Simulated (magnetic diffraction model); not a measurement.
# TmZnCuSe3 below its ordering temperature

Space group Cmcm (no. 63), a = 3.7360 Å, b = 14.7140 Å, c = 9.9970 Å.

```csv
site,atom,x,y,z
4a,Tm,0,0,0
4c,Se,1/2,0.4417,1/4
8f,Se,0,0.3825,0.9456
4c,Zn,1/2,0.0381,1/4
4c,Cu,0,0.2563,1/4
```

This is a made-up structure (elements placed in a structure type, unrelaxed), so the numbers test the method and describe no known phase.

Only Tm is taken to order (form factors of Tm3+); orders and moment sizes are assumed, and not adapted to the symmetry. Radiation: neutrons of λ = 1.594 Å, 3° to 45°; isotropic B of 0.27 Å² (Tm), 0.23 Å² (Se), 0.33 Å² (Zn) and 0.36 Å² (Cu). The intensities are simulated: I ∝ L Σ (|F_N|² + |F_M⊥|²) for unpolarised neutrons, with F_M = 2.695 fm/μB × Σ f(s) S exp(2πi Q·r) exp(−B s²) at Q = H ± k (one set where k and −k are equivalent), only the part normal to Q counting and L = 1/(sin²θ cos θ). For collinear order S is the moment m, which repeats by lattice and centring translations R with the sign exp(−2πi k·R). Form factors are spin-only for 3d ions and dipole or tabulated for f ions, scattering lengths are Sears's of 1992, and absorption is left out. A label names one of the reflections at its angle. The strongest nuclear line in the range is 100, and lines under 0.2 are left out.

Above the ordering temperature:

| 2θ (°) | index | I |
| --- | --- | --- |
| 12.44 | (0 2 0) | 44.2 |
| 15.46 | (0 2 1) | 1.6 |
| 18.35 | (0 0 2) | 0.5 |
| 22.23 | (0 2 2) | 4.9 |
| 25.03 | (0 4 0) | 0.8 |
| 25.43 | (1 1 0) | 1.5 |
| 30.44 | (0 2 3) | 31.3 |
| 31.11 | (1 3 0) | 30.0 |
| 31.21 | (0 4 2) | 29.4 |
| 31.54 | (1 1 2) | 2.8 |
| 32.49 | (1 3 1) | 100.0 |
| 36.36 | (1 3 2) | 31.6 |
| 37.19 | (0 0 4) | 37.5 |
| 37.66 | (0 4 3) | 1.6 |
| 37.93 | (0 6 0) | 2.8 |
| 37.94 | (1 1 3) | 23.2 |
| 39.10 | (0 6 1) | 4.2 |
| 39.36 | (0 2 4) | 7.7 |
| 40.33 | (1 5 0) | 14.6 |
| 41.45 | (1 5 1) | 0.9 |
| 42.12 | (1 3 3) | 6.8 |
| 42.45 | (0 6 2) | 13.2 |
(The table stops after 22 lines; 1 more lie at higher angle.)

Below it (cell unchanged):

```tsv
2θ (°)	I
12.44	44.2
12.64	45.1
15.41	31.8
15.46	1.6
18.35	0.5
19.85	8.8
22.23	4.9
22.34	24.2
24.05	21.6
25.03	0.8
25.13	8.0
25.43	1.5
27.16	11.6
30.44	31.3
30.86	2.6
31.11	30.0
31.21	29.4
31.29	10.2
31.54	2.8
32.49	100.0
36.14	4.7
36.36	31.6
36.90	2.8
37.19	37.5
37.46	5.0
37.66	1.6
37.93	2.8
37.94	23.2
38.56	4.0
39.10	4.2
39.36	7.7
39.43	6.4
40.33	14.6
40.48	6.2
40.66	4.1
41.45	0.9
```
(The table stops after 36 lines; 10 more lie at higher angle.)

**Question.** Check that the new lines index with k = (1/2 1/2 1), then choose among these models:
A. collinear moments along [001], 5 μB on Tm; signs + at (0, 0, 0), + at (0, 0, 1/2)
B. collinear moments along [111], 5 μB on Tm; signs + at (0, 0, 0), + at (0, 0, 1/2)
C. collinear moments along [001], 5 μB on Tm; signs + at (0, 0, 0), − at (0, 0, 1/2)
D. collinear moments along [111], 5 μB on Tm; signs + at (0, 0, 0), − at (0, 0, 1/2)

The new lines index as (1/2 1/2 0) at 12.64°, (1/2 -3/2 0) at 15.41°, (1/2 5/2 0) at 19.85° and (1/2 1/2 2) at 22.34°, that is as H ± k with k = (1/2 1/2 1), one of 2 inequivalent arms of its star (k and −k counted as one), which a powder can't tell apart. Half indices mean that the moments reverse under translations with k·R a half-integer, and the magnetic cell has twice the primitive volume.

Magnetic intensity, observed (below minus above) and for each model:

| 2θ (°) | index | observed | A | B | C | D |
| --- | --- | --- | --- | --- | --- | --- |
| 12.64 | (1/2 1/2 0) | 45.1 | 53.6 | 45.1 | <0.2 | <0.2 |
| 15.41 | (1/2 -3/2 0) | 31.8 | 35.6 | 31.8 | <0.2 | <0.2 |
| 15.62 | (1/2 1/2 1) | <0.2 | <0.2 | <0.2 | 45.4 | 54.8 |
| 17.95 | (1/2 -3/2 1) | <0.2 | <0.2 | <0.2 | 38.3 | 43.6 |
| 19.85 | (1/2 5/2 0) | 8.8 | 20.9 | 8.8 | <0.2 | <0.2 |
| 21.90 | (1/2 5/2 1) | <0.2 | <0.2 | <0.2 | 28.0 | 15.9 |
| 22.34 | (1/2 1/2 2) | 24.2 | 10.5 | 24.2 | <0.2 | <0.2 |
| 24.05 | (1/2 -3/2 2) | 21.6 | 11.5 | 21.6 | <0.2 | <0.2 |

Model B matches.

The structure used: k = (1/2 1/2 1), collinear moments along [111], 5 μB on Tm; signs + at (0, 0, 0), + at (0, 0, 1/2).

[Logs are printed without paths, hosts, clocks, repeated set-up lines and the standing remarks that a program may print on its own settings, such as how far it seeks lower states.]
